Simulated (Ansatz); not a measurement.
# Debugging a many-body input for NaF (Villiaumite)

What is wrong with this input for NaF (Villiaumite)?

Program: Ansatz 0.2.0. Level of theory: G0W0 on PBE, plane waves, PAW; PAW set soft_1. Results are calculated unless marked as measured.

The database entry behind the starting cell differs from later determinations by our own check (0.1 to 0.3 % short, probably kX units), so it need not match the best structure at ambient conditions.

## (1) Set-up

Symmetry: Fm-3m, No. 225, cubic system. The conventional cell has a = 4.620 Å, b = 4.620 Å, c = 4.620 Å, α = 90.00°, β = 90.00°, γ = 90.00°. Nearest to Na lie 6 F at 2.31 Å. Nearest to F lie 6 Na at 2.31 Å. Farther neighbours and most contacts between anions are not listed.

The cell and positions come from the Crystallography Open Database and are kept as given unless a step says otherwise.

## (2) First try

File input.yaml:

```yaml
crystal:
  lattice:
    - [0.0, 2.31, 2.31]
    - [2.31, 0.0, 2.31]
    - [2.31, 2.31, 0.0]
  atoms:
    - { symbol: Na, position: [0.0, 0.0, 0.0] }
    - { symbol: F, position: [0.5, 0.5, 0.5] }
kpoints:
  mp_grid: { grid: [1, 1, 1] }
hamiltonian:
  xc: pbe
  pseudopotentials: { kind: paw, azcp: { folder: soft_1 } }
scf:
  occupations: { method: fixed }
gw:
  n_empty_bands: 26
  ecut_chi: 60
  qp_bands: [v2, c2]
  qp_kpoints: band_edges
  screening: { model: contour_deformation }
```

Launch:

```console
$ ansatz run input.yaml --threads 24 --pin off --max-ram 82944MiB --backend cuda --events-out ev --progress --plain --runs-dir out --devices 1 --max-vram 78GiB
```

Numbers of over 12 decimals in the logs are rounded to 6 here.

The program printed:

```text
GPUs: using 1 of 1 available (devices: 1).
Engine: ansatz 0.2.0, aarch64-unknown-linux-gnu
Pseudopotentials: kind: paw
Pseudopotential: Na, paw, valence charge 9, recommended cutoff 420 eV (normal), soft_1/Na.paw.azcp
Pseudopotential: F, paw, valence charge 7, recommended cutoff 420 eV (normal), soft_1/F.paw.azcp
Functional definition: PBE
  parameter kappa = 0.804
  parameter beta = 0.066725
  exchange = pbe_x(kappa = kappa, mu = beta*pi^2/3)
  correlation = pbe_c(beta = beta)
device memory: the entry about to start is reckoned to put 0.3 GiB on a device that reports 179.7 GiB free (of which the cap on the GPU budget leaves the run 78.0 GiB)
GPU FFT provider: cuFFT
GPU libraries: cuBLAS 13.8.1, cuFFT 12.4.0, cuSOLVER 12.3.2
GPU matrix products: emulated (plane waves: as basis.precision tells), large ones in fixed point in workspaces of 1.00 GiB
Crystal: 2 atoms, lattice volume = 24.653 Å³
Basis set: ecut = 420 eV, 531 PW (Γ)
Bands: 12, of which v1, the nominal top of the filled ones, is band 8 counted from 1 (7 counted from 0)
Symmetry: 48 space group operations
Space group: Fm-3m (ITA 225), of the structure as read, at distance tolerance 2.9e-5 Å
k-points: 1
Non-local potential: Na, projectors of the file, l = 0: 3, l = 1: 2, l = 2: 1
Non-local potential: F, projectors of the file, l = 0: 2, l = 1: 2, l = 2: 1
PAW form: soft (Blöchl's): semilocal exchange-correlation on the pseudo side does not see the compensation charge
PAW one-centre angular grid: Na, 110 points (default); XC on 64 Gauss nodes
PAW one-centre angular grid: F, 110 points (default); XC on 64 Gauss nodes
Initial density: superposition of atomic densities (chi_scale 0.1, normalization cell, long waves kept (reshape's long-wave potential 0.00 eV rms))
Initial wavefunctions: pseudopotential atomic-orbital guess
GPU buffer pool allocated for 13824 grid points (all kernels)
GPU transforms: local potential and band sums: pruned to the plane-wave sphere, on 24×24×24
Functional: x = pbe(κ = 0.804, μ = 0.219515), c = pbe(β = 0.066725)
SCF iter   1: F=—  HF=-2294.287506 eV  |F-HF|=—  |Δ(HF+E_count)|=         —  Δρ=1.34e-1  dr2=2.72e0  ethr=3.10e-3  ⟨swp⟩=5.0  Hψ=73  notcnv=0
preconditioner: auto → none  [insulator: Δε(μ)=3.139 eV  Ē_g=17.540 eV  n_scr=8 (ndim 8)  ℏωp=21.2 eV  f_vac=0.000  ε∞_Penn≈2.5]
SCF iter   2: F=—  HF=-2293.262376 eV  |F-HF|=—  |Δ(HF+E_count)|=    1.03e0  Δρ=3.20e-2  dr2=2.25e-1  ethr=3.10e-3  ⟨swp⟩=3.0  Hψ=36  notcnv=0
SCF iter   3: F=—  HF=-2293.293753 eV  |F-HF|=—  |Δ(HF+E_count)|=   3.14e-2  Δρ=1.25e-2  dr2=2.01e-2  ethr=1.40e-3  ⟨swp⟩=2.0  Hψ=23  notcnv=0
SCF iter   4: F=—  HF=-2293.288116 eV  |F-HF|=—  |Δ(HF+E_count)|=   5.64e-3  Δρ=5.61e-3  dr2=4.52e-3  ethr=1.26e-4  ⟨swp⟩=3.0  Hψ=23  notcnv=0
SCF iter   5: F=—  HF=-2293.286138 eV  |F-HF|=—  |Δ(HF+E_count)|=   1.98e-3  Δρ=2.46e-4  dr2=3.25e-6  ethr=2.83e-5  ⟨swp⟩=2.0  Hψ=20  notcnv=0
SCF iter   6: F=—  HF=-2293.286148 eV  |F-HF|=—  |Δ(HF+E_count)|=   9.49e-6  Δρ=3.93e-5  dr2=9.78e-8  ethr=6.25e-10  ⟨swp⟩=3.0  Hψ=60  notcnv=0
SCF iter   7: F=-2293.286148 eV  HF=-2293.286148 eV  |F-HF|=5.98e-9  |Δ(HF+E_count)|=   5.41e-8  Δρ=6.16e-6  dr2=3.90e-9  ethr=6.11e-10  ⟨swp⟩=3.0  Hψ=40  notcnv=0
SCF 1 converged in 7 iterations: F = -2293.286148 eV  dr2 = 3.90e-9
[...]
device memory: the entry about to start is reckoned to put 0.4 GiB on a device that reports 179.7 GiB free (of which the cap on the GPU budget leaves the run 78.0 GiB)
NSCF: frozen V_eff on 1 k-points
[...]
device memory: the entry about to start is reckoned to put 0.3 GiB on a device that reports 179.7 GiB free (of which the cap on the GPU budget leaves the run 78.0 GiB)
NSCF: frozen V_eff on 1 k-points
G₀W₀ screening: q 1/1
G₀W₀ self-energy: k 1/1
device memory: the entry about to start is reckoned to put 0.3 GiB on a device that reports 182.4 GiB free (of which the cap on the GPU budget leaves the run 78.0 GiB)
NSCF: frozen V_eff on 1 k-points
device memory: the entry about to start is reckoned to put 0.3 GiB on a device that reports 182.4 GiB free (of which the cap on the GPU budget leaves the run 78.0 GiB)
NSCF: frozen V_eff on 1 k-points
device memory: the entry about to start is reckoned to put 0.3 GiB on a device that reports 182.4 GiB free (of which the cap on the GPU budget leaves the run 78.0 GiB)
NSCF: frozen V_eff on 1 k-points
device memory: the entry about to start is reckoned to put 0.3 GiB on a device that reports 182.4 GiB free (of which the cap on the GPU budget leaves the run 78.0 GiB)
NSCF: frozen V_eff on 1 k-points
SCF converged after 7 iterations
Free energy (F): -2293.286148 eV
Harris-Foulkes:  -2293.286148 eV  (|F-HF|=5.98e-9)
Internal energy: -2293.286148 eV  (E = F + TS)
E sigma→0 (E₀):  -2293.286148 eV
Fermi energy:    3.148699 eV
--- Per-component energies (eV) ---
  E_band       = -214.977263
  E_kinetic    = 321.977206
  E_local      = -1866.372766  (includes V_loc(G=0)·N_el)
  E_nonlocal   = 369.017011
  E_hartree    = 641.822804
  E_xc         = -116.152440
  E_vxc        = -149.089380  (∫ρ·V_xc dr)
  E_paw        = -500.741821  (= ΣΔE_a)
  E_vpaw       = -174.158121  (= ΣTr[D̂ρ^β])
  E_aug_tail   = 0.000780  (compensation charges beyond the density's cutoff)
  E_ewald      = -1142.836923
  E_smearing   = -0.000000  (= −TS)
  E_closure    = 0.000000  (closes the sum)
  Σ components = -2293.286148   (vs F -2293.286148, Δ=0.00e0)
--- Band table (eV) ---
  k-point 0: bands = [... 4 lower, -15.9851, 3.1487, 3.1487, 3.1487, 7.7477, 20.2280, 20.2280, 20.2280]
--- G₀W₀: contour deformation, 5 samples at zero and on the imaginary axis and 1 off it, 1 q-point, 26 empty bands' worth ---
  eigenvalues of the whole cell's RPA ε∞ on this k-mesh (on a slab, of 1 + 4πα/V) = 8.9051, 8.9051, 8.9051; static W/v taken at q = 0 is 0.112296
  bands read: the sum over 34 bands ends inside a degenerate multiplet in 1 slot, whose members it reads at an even weight; the widest, k=0: bands 34 to 36 (counted from 1) at 1/3 each
  gw.qp_kpoints: band_edges: 1 of 1 stored k-point solved, in 1 pass; an edge of the gap read off the rows below is read off those points alone
    ik  band        ε_KS         Σx   Σc(E_QP)       V_xc       Z   E_QP_lin       E_QP  E_QP is
     0     7      3.1487   -32.7624     8.4272   -23.2161  0.6959     2.0000     2.0296  root
     0     8      3.1487   -32.7624     8.4272   -23.2161  0.6959     2.0000     2.0296  root
     0     9      7.7477    -5.0220    -6.2557   -10.1583  0.7178     6.6525     6.6284  root
     0    10     20.2280    -1.4090    -6.4049    -6.7777  0.7176    19.2128    19.1918  root
```

It took 1.1 s on 1 × NVIDIA GB200 (shared by 2 runs) with 24 threads of Arm Neoverse V2, shared host; peak memory 1.1 GiB; 1.8 s of CPU time.

Q: What is the fault?

The run ended normally, though the input holds a fault or crude settings.

The fault: one k-point. One point can't sample the density or the screening of a small cell, and the band edges may lie elsewhere in the zone.

It printed a gap of 4.60 eV, which is an artefact of the settings.

## (3) A better input

G0W0 replaces the xc potential by the self-energy, built once from these orbitals. Only a window of levels is corrected, while the sums run over the empty bands that the input names. This step takes PAW set soft_1 files.

Edit input.yaml of step 2 so:

```diff
@@ -9,3 +9,3 @@
 kpoints:
-  mp_grid: { grid: [1, 1, 1] }
+  mp_grid: { grid: [6, 6, 6] }
 hamiltonian:
```

The program printed:

```text
GPUs: using 1 of 1 available (devices: 1).
[...]
Crystal: 2 atoms, lattice volume = 24.653 Å³
Basis set: ecut = 420 eV, 531 PW (Γ)
Bands: 12, of which v1, the nominal top of the filled ones, is band 8 counted from 1 (7 counted from 0)
[... 1 set-up line as in the run before ...]
[...]
k-points: 16 of 216
[...]
SCF iter   1: F=—  HF=-2299.953494 eV  |F-HF|=—  |Δ(HF+E_count)|=         —  Δρ=2.03e-1  dr2=7.17e0  ethr=3.10e-3  ⟨swp⟩=4.2  Hψ=1095  notcnv=0  defer=22
[...]
SCF iter   7: F=-2297.425036 eV  HF=-2297.425036 eV  |F-HF|=4.96e-10  |Δ(HF+E_count)|=   1.05e-5  Δρ=9.82e-6  dr2=1.69e-8  ethr=6.25e-10  ⟨swp⟩=4.6  Hψ=1046  notcnv=0
SCF 1 converged in 7 iterations: F = -2297.425036 eV  dr2 = 1.69e-8
[...]
NSCF: frozen V_eff on 16 k-points, pencils in batches of 32, up to order 48
[...]
1     8      0.9191   -31.3538     5.1892   -23.4810  0.8120    -1.8494    -1.7645  root
     1     9      8.2802    -7.0267    -2.6784   -11.3228  0.8929     9.9119     9.8979  root
     1    10     17.5562    -2.8028    -3.2256    -7.6641  0.8720    19.2176    19.1919  root
     2     7      0.7905   -31.1062     5.1967   -23.1940  0.8113    -2.0138    -1.9250  root
     2     8      0.7905   -31.1062     5.1967   -23.1940  0.8113    -2.0138    -1.9250  root
     2     9     10.2725    -7.2408    -2.7705   -11.8001  0.8867    12.0815    12.0613  root
[...]
11     7      0.0696   -29.7021     5.1061   -21.7113  0.8104    -2.9253    -2.8151  root ?
[...]
13    10     14.8047    -4.1564    -3.0328    -8.8812  0.8795    16.5214    16.4966  root
    14     7      0.2499   -30.0376     5.1270   -22.0651  0.8107    -2.7003    -2.5957  root ?
    14     8      0.5682   -30.7069     5.1845   -22.7528  0.8107    -2.2967    -2.2014  root
    14     9     13.4585    -5.7766    -2.9962   -10.5897  0.8795    15.3032    15.2754  root
    14    10     13.9730    -6.9906    -2.9867   -12.0212  0.8707    16.0585    16.0168  root
[key lines of the parts left out:]
SCF converged after 7 iterations
Free energy (F): -2297.425036 eV
Fermi energy:    0.984376 eV
```

The job ended after 2.5 s (1 × NVIDIA GB200 (shared by 2 runs) with 24 threads; peak memory 1 GiB; 6.2 s of CPU time).

This step gave:

```yaml
bands_summed: 34
rpa_eps_infinity_on_this_mesh_eigenvalues: 1.803, 1.803, 1.803
plane_waves_in_the_screening_matrix: 27
q_points_in_the_mesh: 216
g0w0_gap_on_the_mesh: 10.53 eV
k_of_the_valence_top: 0, 0, 0
k_of_the_conduction_bottom: 0, 0, 0
starting_gap_on_the_mesh: 6.365 eV
z_at_the_valence_top: 0.8124
z_at_the_conduction_bottom: 0.8985
least_direct_g0w0_gap_on_the_computed_points: 10.53 eV
```

The gap on the mesh goes from 6.36 eV to 10.53 eV, a correction of +4.16 eV. Between the two edge states, bare exchange in place of the xc potential would open the gap by 12.12 eV, and correlation takes back 7.96 eV.

## (4) What came out

```json
{
 "first try": "converged after 1.1 s",
 "better run": "G0W0 gap on the mesh 10.53 eV (6×6×6 mesh, 26 empty bands, screening to 60 eV, PAW set soft_1 files)"
}
```

What this shows: The second run differs in: mesh. Bands and cutoff are finite, so the gap is not at the basis limit. The miss can reach some tenths of an eV and take either sign; the mesh is an error of its own.

[Paths, hosts, dates, memory and timing lines, banners, echoed tables and standing remarks are left out of the program output.]

[Logs are printed without paths, hosts, clocks, repeated set-up lines and the standing remarks that a program may print on its own settings, such as how far it seeks lower states.]

[Runs of the session that timed out or met a known fault of the program may be left out.]

[Cells called generated may have been cut or substituted from an entry of the Crystallography Open Database or the Materials Project.]

[Hosts, paths, dates, database ids (printed as entryN), source tags and the programs' standing remarks are cut or masked in the printed files.]
